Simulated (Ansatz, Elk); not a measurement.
# BeH: X-ray structure factors from the self-consistent density

Structure refinements treat a crystal as free atoms side by side. For a made-up structure of BeH (cell and positions from a PBE relaxation) the runs below show what the calculated density changes in F(hkl).

Program: Elk 11.2.3 (patched build). Level of theory: DFT, PBE, all-electron APW+lo, Dirac cores, scalar-relativistic bands, static density, no spin. Results are calculated unless marked as measured.

The structure was built from a prototype and need not be the compound's stable phase.

## 1. Set-up

Symmetry: Fm-3m, No. 225, cubic system. The conventional cell has a = 3.563 Å, b = 3.563 Å, c = 3.563 Å, α = 90.00°, β = 90.00°, γ = 90.00°. Nearest to Be lie 6 H at 1.78 Å. Nearest to H lie 6 Be at 1.78 Å. Farther neighbours are not listed.

## 2. Ground state and structure factors

An all-electron density is needed, since X-rays see the cores too. Task 0 finds the density and task 195 Fourier-transforms it; tshift is off so that phases refer to the origin typed.

elk.in reads:

```
tasks
  0
  195

xctype
  20

spinpol
  .false.

rgkmax
  7.0

gmaxvr
  14.0

lmaxo
  7

lmaxapw
  8

swidth
  0.002

tshift
  .false.

ramdisk
  .false.

hmaxvr
  5.5

maxscl
  120

epspot
  1e-06

sppath
  './'

avec
  0.00000000000 3.36648578935 3.36648578935
  3.36648578935 0.00000000000 3.36648578935
  3.36648578935 3.36648578935 -0.00000000000

atoms
  2
  'Be.in'
  1
  0.0000000000 -0.0000000000 -0.0000000000   0.000000 0.000000 0.000000
  'H.in'
  1
  0.5000000000 0.5000000000 0.5000000000   0.000000 0.000000 0.000000

ngridk
  11 11 11
```

Run with:

```sh
$ OMP_NUM_THREADS=4 elk
```

Numbers of over 12 decimals in the logs are rounded to 6 here.

The program printed:

```text
┌─────────────────────────┐
│ Elk code version 11.2.3 │
└─────────────────────────┘

All units are atomic (Hartree, Bohr, etc.)

┌─────────────────────────────────────────────────┐
│ Ground-state run starting from atomic densities │
└─────────────────────────────────────────────────┘

Lattice vectors :
   0.000000000       3.366485789       3.366485789
   3.366485789       0.000000000       3.366485789
   3.366485789       3.366485789      -0.000000000

Reciprocal lattice vectors :
 -0.9331964696      0.9331964696      0.9331964696
  0.9331964696     -0.9331964696      0.9331964696
  0.9331964696      0.9331964696     -0.9331964696

Unit cell volume      :    76.30629239
Brillouin zone volume :    3.250717676

Muffin-tin inner radius fraction :   0.1000000000E-01

Nuclei treated as point charges

Species : 1 (Be)
 parameters loaded from : Be.in
 name : beryllium
 nuclear charge    :   -4.000000000
 electronic charge :    4.000000000
 atomic mass :    16428.20280
 muffin-tin radius :    1.800000000
 number of radial points in muffin-tin :    593
 inner part over the whole radius :   0.9826427374E-02
 number on inner part of muffin-tin    :    403
 approximate nuclear radius :   0.4290726161E-04
 number of mesh points to nuclear radius :    156
 atomic positions (lattice), magnetic fields (Cartesian) :
  1 :   0.00000000  0.00000000  0.00000000    0.00000000  0.00000000  0.00000000

Species : 2 (H)
 parameters loaded from : H.in
 name : hydrogen
 nuclear charge    :   -1.000000000
 electronic charge :    1.000000000
 atomic mass :    1837.362221
 muffin-tin radius :    1.400000000
 number of radial points in muffin-tin :    393
 inner part over the whole radius :   0.9705542320E-02
 number on inner part of muffin-tin    :    258
 approximate nuclear radius :   0.2766748019E-04
 number of mesh points to nuclear radius :     78
 atomic positions (lattice), magnetic fields (Cartesian) :
  1 :   0.50000000  0.50000000  0.50000000    0.00000000  0.00000000  0.00000000

Total number of atoms per unit cell :    2
Total muffin-tin volume :    35.92306480
 ratio of muffin-tin to unit cell volume :   0.4707746068

Spin treatment :
 spin-unpolarised

Number of Bravais lattice symmetries :   48
Number of crystal symmetries         :   48
Crystal has inversion symmetry
Real symmetric eigensolver will be used

k-point grid :     11    11    11
k-point offset :    0.000000000       0.000000000       0.000000000
k-point set is reduced with full crystal symmetry group
Total number of k-points :       56

Muffin-tin radius times maximum |G+k| :    7.000000000
 using average radius
Maximum |G+k| for APW functions       :    4.375000000
Maximum (1/2)|G+k|²                   :    9.570312500
Maximum |G| for potential and density :    14.00000000
Constant for pseudocharge density :    6
 order of it for each species :   13  13
 order of it for pair densities of each species (exact exchange by exxq0 0: 14) :   12   6
Radial integration step length :    1

G-vector grid sizes :     24    24    24
Number of G-vectors :     3527

Maximum angular momentum used for
 APW functions            :    8
 outer part of muffin-tin :    7
 inner part of muffin-tin :    2

Total nuclear charge    :   -5.000000000
Total core charge       :    2.000000000
Total valence charge    :    3.000000000
Total excess charge     :    0.000000000
Total electronic charge :    5.000000000

Effective Wigner radius, rₛ :    1.538747096

Number of empty states         :      8
Total number of valence states :     10
Total number of core states    :      2

Third-order local-orbitals added for an l without core states : T
Total number of local-orbitals :     15

Exchange-correlation functional :     20     0     0
 Perdew-Burke-Ernzerhof, Phys. Rev. Lett. 77, 3865 (1996)
 gradient requirement :    1
 generalised gradient approximation (GGA)

Smearing type :    3
 Fermi-Dirac
Smearing width :   0.2000000000E-02
Effective electronic temperature (K) :    631.5500496

Mixing type :    3
[...]
Hartree                     :      3.063622
 Madelung                    :     -18.265767271360
 xc potential                :     -4.242941
 exchange                    :     -3.086231
 correlation                 :    -0.170929
 electron entropic           :    -0.13584624698479E-03
 total energy                :     -15.368513754697

Density of states at Fermi energy :    10.42257981
 (states/Hartree/unit cell)

Estimated indirect band gap :   0.1138621227E-01
 from k-point 20 to k-point 56
Estimated direct band gap   :   0.4145171164E-01
 at k-point 56

Charges :
 core                        :    2.000000000
 valence                     :    3.000000000
 interstitial                :    1.369954063
 muffin-tins (core leakage)
  species : 1 (Be)
   atom 1                    :    2.762170691     (  0.1177223943E-02)
  species : 2 (H)
   atom 1                    :   0.8678752457     (   0.000000000    )
 total in muffin-tins        :    3.630045937
 total calculated charge     :    4.998741048
 total charge                :    5.000000000
 error                       :   0.1258952476E-02

RMS change in Kohn-Sham potential (target) :    54.09752289     (  0.1000000000E-05)
Absolute change in total energy (target)   :   0.6297906050E-02 (  0.1000000000E-03)

[... loops 3 to 16 left out ...]

┌──────────────────┐
│ Loop number : 17 │
└──────────────────┘

Energies :
 Fermi                       :     0.238141
 sum of occupied eigenvalues :     -6.918810
 electron kinetic            :      15.191866005774
 core electron kinetic       :      13.448180485698
 Coulomb                     :     -27.245584058451
 Coulomb potential           :     -17.930525017196
 nuclear-nuclear             :     -6.435533
 electron-nuclear            :     -23.886060820619
 Hartree                     :      3.076010
 Madelung                    :     -18.280321549853
 xc potential                :     -4.180151
 exchange                    :     -3.083645
 correlation                 :    -0.171875
 electron entropic           :    -0.14842078426913E-03
 total energy                :     -15.309386925522

Density of states at Fermi energy :    11.47065856
 (states/Hartree/unit cell)

Estimated indirect band gap :   0.1021392673E-01
 from k-point 20 to k-point 56
Estimated direct band gap   :   0.4242265553E-01
 at k-point 56

Charges :
 core                        :    2.000000000
 valence                     :    3.000000000
 interstitial                :    1.379875951
 muffin-tins (core leakage)
  species : 1 (Be)
   atom 1                    :    2.781339840     (  0.1136822906E-02)
  species : 2 (H)
   atom 1                    :   0.8387842094     (   0.000000000    )
 total in muffin-tins        :    3.620124049
 total calculated charge     :    4.998785660
 total charge                :    5.000000000
 error                       :   0.1214340103E-02

RMS change in Kohn-Sham potential (target) :   0.3102180515E-06 (  0.1000000000E-05)
Absolute change in total energy (target)   :   0.7489973086E-09 (  0.1000000000E-03)

Convergence targets achieved

┌──────────────────┐
│ Loop number : 18 │
└──────────────────┘

Energies :
 Fermi                       :     0.238141
 sum of occupied eigenvalues :     -6.918810
 electron kinetic            :      15.191866005894
 core electron kinetic       :      13.448180485490
 Coulomb                     :     -27.245584058275
 Coulomb potential           :     -17.930525017014
 nuclear-nuclear             :     -6.435533
 electron-nuclear            :     -23.886060820448
 Hartree                     :      3.076010
 Madelung                    :     -18.280321549768
 xc potential                :     -4.180151
 exchange                    :     -3.083645
 correlation                 :    -0.171875
 electron entropic           :    -0.14842078426893E-03
 total energy                :     -15.309386925195

Density of states at Fermi energy :    11.47065856
 (states/Hartree/unit cell)

Estimated indirect band gap :   0.1021392673E-01
 from k-point 20 to k-point 56
Estimated direct band gap   :   0.4242265554E-01
 at k-point 56

Charges :
 core                        :    2.000000000
 valence                     :    3.000000000
 interstitial                :    1.379875951
 muffin-tins (core leakage)
  species : 1 (Be)
   atom 1                    :    2.781339840     (  0.1136822906E-02)
  species : 2 (H)
   atom 1                    :   0.8387842092     (   0.000000000    )
 total in muffin-tins        :    3.620124049
 total calculated charge     :    4.998785660
 total charge                :    5.000000000
 error                       :   0.1214340103E-02

┌──────────────────────────────┐
│ Self-consistent loop stopped │
└──────────────────────────────┘

Warning : core states of species 1 leak from the muffin-tin :   0.1136822906E-02

Wrote STATE.OUT
```

Run time: 3.1 s. Hardware: 4 threads of Intel Xeon Platinum 8488C (Sapphire Rapids), shared host; peak memory 0.16 GiB; 7.7 s of CPU time.

SFACRHO.OUT:

```text

h k l indices transformed by vhmat matrix:
   1.000000000       0.000000000       0.000000000    
   0.000000000       1.000000000       0.000000000    
   0.000000000       0.000000000       1.000000000    

      h      k      l  multipl.   |H|            Re(F)            Im(F)           |F|

      0      0      0      1   0.0000000       5.0000000      0.21147313E-17   5.0000000    
      0      0     -1      8   1.6163437       1.4386388      0.19213855E-17   1.4386388    
     -1      0     -1      6   1.8663929       2.0496146      0.66133408E-16   2.0496146    
      1      2      1     12   2.6394782       1.6652744     -0.43670728E-16   1.6652744    
      1      0      2     24   3.0950625       1.3153108      0.67049279E-16   1.3153108    
      2      2      2      8   3.2326874       1.4532305     -0.75446926E-16   1.4532305    
      2      2      0      6   3.7327859       1.2994423     -0.24238811E-16   1.2994423    
      1      3      1     24   4.0677091       1.1116413     -0.44505384E-16   1.1116413    
     -1     -2     -3     24   4.1733815       1.1659637      0.35506010E-16   1.1659637    
      3      0      1     24   4.5717104       1.0563372     -0.10505513E-16   1.0563372    
      0      3      0      8   4.8490311      0.93679988     -0.40977437E-16  0.93679988    
     -3     -2      0     24   4.8490311      0.93650635     -0.19621128E-16  0.93650635    
      2      2      4     12   5.2789564      0.88144211     -0.10434001E-16  0.88144211
```

Elk indexes on the primitive cell of elk.in and gives |H| = 4π sin θ/λ in inverse bohr. Below, one row stands for each form hkl of the conventional cell (m members, Friedel mates merged), F is for one primitive cell and the density is static (no thermal factor). Free-atom factors are Waasmaier and Kirfel's, and R is Σm||F|−|F'||/Σm|F|.

```
hkl   m  sin θ/λ (Å⁻¹)  abs F, DFT  neutral atoms   diff.
111   8          0.243       1.439          1.486  -0.047
200   6          0.281       2.050          2.023  +0.027
220  12          0.397       1.665          1.659  +0.007
311  24          0.465       1.315          1.330  -0.015
222   8          0.486       1.453          1.460  -0.006
400   6          0.561       1.299          1.308  -0.009
331  24          0.612       1.112          1.137  -0.025
420  24          0.628       1.166          1.183  -0.017
422  24          0.688       1.056          1.077  -0.020
333   8          0.729       0.937          0.964  -0.028
511  24          0.729       0.936          0.964  -0.028
440  12          0.794       0.881          0.903  -0.022
```

## 3. The highest occupied states alone

An energy window below the Fermi level keeps the highest occupied states, to see at which angles they scatter; shallow core shells can lie inside it and anion s states outside. No new self-consistency is needed.

elk.in: that of step 2 with these lines changed.

```diff
@@ -1,3 +1,2 @@
 tasks
-  0
   195
@@ -40,2 +39,5 @@
 
+wsfac
+  -0.129350 0.538140
+
 sppath
```

Run with:

```sh
$ OMP_NUM_THREADS=4 elk
```

The program printed:

```text
┌─────────────────────────────────┐
│ Elk code version 11.2.3 started │
└─────────────────────────────────┘

Info(readinput): the functional depends on the density's gradient
 muffin-tin radial points multiplied by    2.00000
 (not where nrmtscf is given)

┌────────────────────┐
│ Current task : 195 │
└────────────────────┘

Info(sfacrho): density structure factors written to SFACRHO.OUT

 Energy window :  -0.1293500000      0.5381400000

┌──────────────────┐
│ Elk code stopped │
└──────────────────┘
```

It took 0.38 s on 4 threads; peak memory 0.16 GiB; 0.5 s of CPU time.

States within 10 eV below the Fermi level hold 2.49 electrons; any levels below the window count with the cores, and a count that is not whole means the window cuts a band. Their amplitudes can exceed the total, where window and core parts have opposite phase:

```
hkl  sin θ/λ (Å⁻¹)  abs F, window  abs F, all
111          0.243          0.292       1.439
200          0.281          0.251       2.050
220          0.397          0.100       1.665
311          0.465          0.084       1.315
222          0.486          0.063       1.453
400          0.561          0.052       1.299
331          0.612          0.029       1.112
420          0.628          0.040       1.166
422          0.688          0.033       1.056
333          0.729          0.010       0.937
```

## 4. Another try

In this try the input is made faulty on purpose, to show what that does.

The input is changed as shown.

elk.in: that of step 3 with these lines changed.

```diff
@@ -1,2 +1,3 @@
 tasks
+  0
   195
@@ -10,3 +11,3 @@
 rgkmax
-  7.0
+  3.5
 
@@ -34,3 +35,3 @@
 maxscl
-  120
+  60
 
@@ -38,5 +39,2 @@
   1e-06
-
-wsfac
-  -0.129350 0.538140
```

Run with:

```sh
$ OMP_NUM_THREADS=4 elk
```

The program printed:

```text
┌─────────────────────────┐
│ Elk code version 11.2.3 │
└─────────────────────────┘

All units are atomic (Hartree, Bohr, etc.)

┌─────────────────────────────────────────────────┐
│ Ground-state run starting from atomic densities │
└─────────────────────────────────────────────────┘

Lattice vectors :
   0.000000000       3.366485789       3.366485789
   3.366485789       0.000000000       3.366485789
   3.366485789       3.366485789      -0.000000000

Reciprocal lattice vectors :
 -0.9331964696      0.9331964696      0.9331964696
[...]
interstitial                :    1.421795885
 muffin-tins (core leakage)
  species : 1 (Be)
   atom 1                    :    2.753934139     (  0.1128907845E-02)
  species : 2 (H)
   atom 1                    :   0.8242699758     (   0.000000000    )
 total in muffin-tins        :    3.578204115
 total calculated charge     :    4.998861112
 total charge                :    5.000000000
 error                       :   0.1138887738E-02

┌──────────────────────────────┐
│ Self-consistent loop stopped │
└──────────────────────────────┘

Warning : core states of species 1 leak from the muffin-tin :   0.1128907845E-02

Wrote STATE.OUT
[key lines of the parts left out:]
total energy                :     -15.299286151138
```

It took 2 s on 4 threads; peak memory 0.16 GiB; 4.2 s of CPU time.

The run finished. A setting was moved off its sound value on purpose, so it serves as a test and not as the result.

The fault put into the input: a cutoff far too low.

Its structure factors differ from the first run's by R = 0.4 %.

(Part 1 of 2 ends here.)

[Logs are printed without paths, hosts, clocks, repeated set-up lines and the standing remarks that a program may print on its own settings, such as how far it seeks lower states.]

[Hosts, paths, dates, database ids (printed as entryN), source tags and the programs' standing remarks are cut or masked in the printed files.]
